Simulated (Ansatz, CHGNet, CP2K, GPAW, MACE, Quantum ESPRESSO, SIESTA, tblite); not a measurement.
# Running random packing of C68N32 (at. %) (79 atoms) with CP2K, part 3 of 3

Aim: run random packing of C68N32 (at. %) (79 atoms) in CP2K and see how near its forces come to a plane-wave reference, and at what cost.

Program: CP2K 2026.2; the method stands at each step. Banners, paths, timers and routine set-up lines are dropped from the logs unmarked, and long logs keep their key lines alone; longer cuts are marked.

So far. Step 6 (PBE+rVV10L, DZVP-MOLOPT-SR, 600/50 Ry, diagonalisation): Against the first run (5.2 %), the force difference from the reference is 5.0 %, at 1.6 times the CPU time; the model has changed, so this is no error of the program alone. Step 7 (PBE, DZVP-MOLOPT-SR, 210/50 Ry, diagonalisation): Against the first run (5.2 %), the force difference from the reference is 5.5 %, at 0.64 times the CPU time (on 2 against 4 cores).

## 8. GFN1-xTB, diagonalisation

Method: GFN1-xTB tight binding (the program's own implementation), diagonalisation.

The input, input.inp:

```
&GLOBAL
  PROJECT cell
  RUN_TYPE ENERGY_FORCE
  PRINT_LEVEL LOW
&END GLOBAL
&FORCE_EVAL
  METHOD QS
  STRESS_TENSOR ANALYTICAL
  &DFT
    &QS
      METHOD XTB
      &XTB
        GFN_TYPE 1
        DO_EWALD T
        CHECK_ATOMIC_CHARGES F
      &END XTB
    &END QS
    &SCF
      SCF_GUESS ATOMIC
      EPS_SCF 1.0E-06
      MAX_SCF 200
      ADDED_MOS 59
      &DIAGONALIZATION
        ALGORITHM STANDARD
      &END DIAGONALIZATION
      &SMEAR ON
        METHOD FERMI_DIRAC
        ELECTRONIC_TEMPERATURE [K] 580
      &END SMEAR
      &MIXING
        METHOD BROYDEN_MIXING
        ALPHA 0.15
        NBROYDEN 8
      &END MIXING
      &PRINT
        &RESTART OFF
        &END RESTART
      &END PRINT
    &END SCF
    &PRINT
      &MULLIKEN ON
      &END MULLIKEN
    &END PRINT
  &END DFT
  &SUBSYS
    &CELL
      A 8.88940 0.00000 0.00000
      B 0.00000 8.88940 0.00000
      C 0.00000 0.00000 8.88940
    &END CELL
    &COORD
      SCALED
[... 79 atom lines left out: the same atoms as in the first run ...]
    &END COORD
  &END SUBSYS
  &PRINT
    &FORCES ON
    &END FORCES
    &STRESS_TENSOR ON
    &END STRESS_TENSOR
  &END PRINT
&END FORCE_EVAL
```

Started as:

```
$ OMP_NUM_THREADS=1 cp2k.psmp -i input.inp > output.txt
```

Numbers of over 12 decimals in the logs are rounded to 6 here.

Log:

```text
CP2K| version string:                                       CP2K version 2026.2
 CP2K| Input file name                                                 input.inp
 GLOBAL| Basis set file name                                           BASIS_SET
 GLOBAL| Potential file name                                           POTENTIAL
 GLOBAL| Run type                                                   ENERGY_FORCE
 GLOBAL| Total number of message passing processes                             1
 GLOBAL| Number of threads for this process                                    1
                  #####   #####        #          ####### ######
                 #     # #     #      #              #    #     #
                 #     # #           #    ##   ##    #    #     #
[... lines left out ...]
                        Smear method:                                FERMI_DIRAC
[... lines left out ...]
 Number of electrons:                                                        341
[... lines left out ...]
  Step     Update method      Time    Convergence         Total energy    Change
[... lines left out ...]
     2 Mixing/Diag.0.15E+00    0.1     2.02238390      -155.5817937366  2.10E+01
     3 Broy./Diag. 0.15E+00    0.1     1.95542567      -177.6845753184 -2.21E+01
     4 Broy./Diag. 0.15E+00    0.1     1.71611892      -159.4732697546  1.82E+01
     5 Broy./Diag. 0.15E+00    0.1     1.16951046      -177.3104205539 -1.78E+01
[... lines left out ...]
   199 Broy./Diag. 0.15E+00    0.1     1.66140385      -173.9838416569  7.82E+00
   200 Broy./Diag. 0.15E+00    0.1     1.41932114      -178.4151021558 -4.43E+00
  Leaving inner SCF loop after reaching   200 steps.
  Core Hamiltonian energy:                                   -178.628999
  Repulsive potential energy:                                   0.157004
  Electronic energy:                                            0.356219
  DFTB3 3rd order energy:                                       0.00693423
  Dispersion energy:                                           -0.293247
  Correction for halogen bonding:                               0.000000
  Electronic entropic energy:                                  -0.012183
  Fermi energy:                                                -0.362145
  Total energy:                                              -178.415102
  Total energy (extrapolated to T->0):                       -178.409011
 *   ___                                                                       *
 *  /   \                                                                      *
 * [ABORT]                                                                     *
 *  \___/     SCF run NOT converged. To continue the calculation regardless,   *
 *    |             please set the keyword IGNORE_CONVERGENCE_FAILURE.         *
 *  O/|                                                                        *
 * /| |                                                                        *
```

Wall time 14 s (1 thread of Arm Neoverse V2, shared host); peak memory 0.22 GiB.

The run stopped without converging, so its numbers are no property of the system.

## 9. Side by side

Differences are against the plane-wave reference, forces as r.m.s. over components; share is that over the reference's r.m.s. force, slope the least-squares factor from reference forces to these. Total energies of different programs have different zeros and aren't compared.

| run | Δ force, r.m.s. (meV/Å) | share (%) | slope | Δ pressure (GPa) | cores | CPU time | memory (GiB) |
| --- | --- | --- | --- | --- | --- | --- | --- |
| reference | - | - | - | - | 8 | 24 s | 0.85 |
| CP2K PBE, DZVP-MOLOPT-SR, 600/50 Ry, diagonalisation | 101 | 5.15 | 1.030 | -0.942 | 4 | 7.2 min | 2.6 |
| CP2K PBE, TZVP-UZH, 600/50 Ry, diagonalisation | 94.4 | 4.82 | 0.986 | 2.23 | 4 | 7.8 min | 2.8 |
| CP2K PBE, SZV-MOLOPT-SR, 600/50 Ry, diagonalisation (coarse) | 929 | 47.5 | 1.115 | 8.61 | 1 | 3.6 min | 1.7 |
| CP2K PBE, DZVP-MOLOPT-SR, 600/70 Ry, diagonalisation | 101 | 5.15 | 1.030 | -0.942 | 4 | 8.6 min | 2.6 |
| CP2K PBE+rVV10L, DZVP-MOLOPT-SR, 600/50 Ry, diagonalisation | 98.0 | 5.01 | 1.017 | -2.24 | 4 | 12 min | 4.5 |
| CP2K PBE, DZVP-MOLOPT-SR, 210/50 Ry, diagonalisation (coarse) | 107 | 5.46 | 1.030 | -0.922 | 2 | 4.6 min | 0.67 |

Rows marked coarse were listed beforehand as settings not expected to be converged; some can still land near the reference.

CPU time is summed over cores on a shared host, where runs went side by side, so it is rough. Symmetry, cutoffs, thresholds, outputs and thread counts weren't matched or tuned between programs; memory under MPI is the largest rank's times the ranks.

Mean charges by element (e), by run and scheme:

| run | scheme | C | N |
| --- | --- | --- | --- |
| reference | Löwdin | +0.07 | -0.09 |
| CP2K PBE, DZVP-MOLOPT-SR, 600/50 Ry, diagonalisation | Mulliken | +0.05 | -0.12 |
| CP2K PBE, TZVP-UZH, 600/50 Ry, diagonalisation | Mulliken | +0.13 | -0.28 |
| CP2K PBE, DZVP-MOLOPT-SR, 600/70 Ry, diagonalisation | Mulliken | +0.05 | -0.12 |
| CP2K PBE+rVV10L, DZVP-MOLOPT-SR, 600/50 Ry, diagonalisation | Mulliken | +0.05 | -0.12 |

The reference's Löwdin charges lack the electrons that the projection spills, 0.022 e an atom on average.

Within one program, basis, potentials and functional, energies share a zero. Each run against its twin at the usual cutoff or grid and solver:

| run | twin | Δ energy (meV/atom) | Δ force, r.m.s. (meV/Å) | CPU time over the twin's |
| --- | --- | --- | --- | --- |
| CP2K PBE, DZVP-MOLOPT-SR, 600/70 Ry, diagonalisation | DZVP-MOLOPT-SR, 600/50 Ry, diagonalisation | 0.0029 | 0.038 | 1.2 |
| CP2K PBE, DZVP-MOLOPT-SR, 210/50 Ry, diagonalisation | DZVP-MOLOPT-SR, 600/50 Ry, diagonalisation | -0.345 | 32.4 | 0.64 (this twin ran on 4 cores) |

Further runs of this program without a result: CP2K SCC-DFTB, diagonalisation (not converged).

## 10. Outcome

| Quantity | Value |
| --- | --- |
| nearest in forces | CP2K PBE, TZVP-UZH, 600/50 Ry, diagonalisation, 4.8 % |
| its CPU time | 7.8 min |

What this shows: The PBE runs in local orbitals, coarse settings apart, differ by 4.8 % (CP2K PBE, TZVP-UZH, 600/50 Ry, diagonalisation) to 5.2 % (CP2K PBE, DZVP-MOLOPT-SR, 600/50 Ry, diagonalisation); basis, grid and potentials can all enter. Rows with another functional or a dispersion term differ by 5.0 % (CP2K PBE+rVV10L, DZVP-MOLOPT-SR, 600/50 Ry, diagonalisation), which mixes the change of model with differences of basis and potentials. Runs with settings chosen to be coarse differ by 5.5 % (CP2K PBE, DZVP-MOLOPT-SR, 210/50 Ry, diagonalisation) to 47 % (CP2K PBE, SZV-MOLOPT-SR, 600/50 Ry, diagonalisation), their programs' other errors included. None of the electronic-structure runs in the table takes under half the reference's CPU time of 24 s; they take 8.8 to 29 times as much. In pressure, CP2K PBE, SZV-MOLOPT-SR, 600/50 Ry, diagonalisation misses by +8.6 GPa, at the same functional. Charges hang on scheme and program or settings: among these rows the mean for N runs from -0.28 to -0.09 e. The electron count is odd in these runs, and they have no spin polarisation, so the unpaired electron is spread evenly over both spins. The reference's stress is far from hydrostatic: its diagonal is -20.3, -29.3, -22.1 GPa, compression counted positive. The reference's pressure of -24 GPa says that the cell would shrink at this level of theory. The electron count is odd and the run has no spin polarisation, so levels at the top are partly filled by construction. The electronic-structure runs sample only Γ, in a cell whose shortest periodic width is 9 Å, which is coarse for a cell with partly filled levels.

[Also dropped from logs without a mark: logging warnings of Python, and SIESTA's first energy breakdown and zero terms.]

[Logs are printed without paths, hosts, clocks, repeated set-up lines and the standing remarks that a program may print on its own settings, such as how far it seeks lower states.]

[Hosts, paths, dates, database ids (printed as entryN), source tags and the programs' standing remarks are cut or masked in the printed files.]
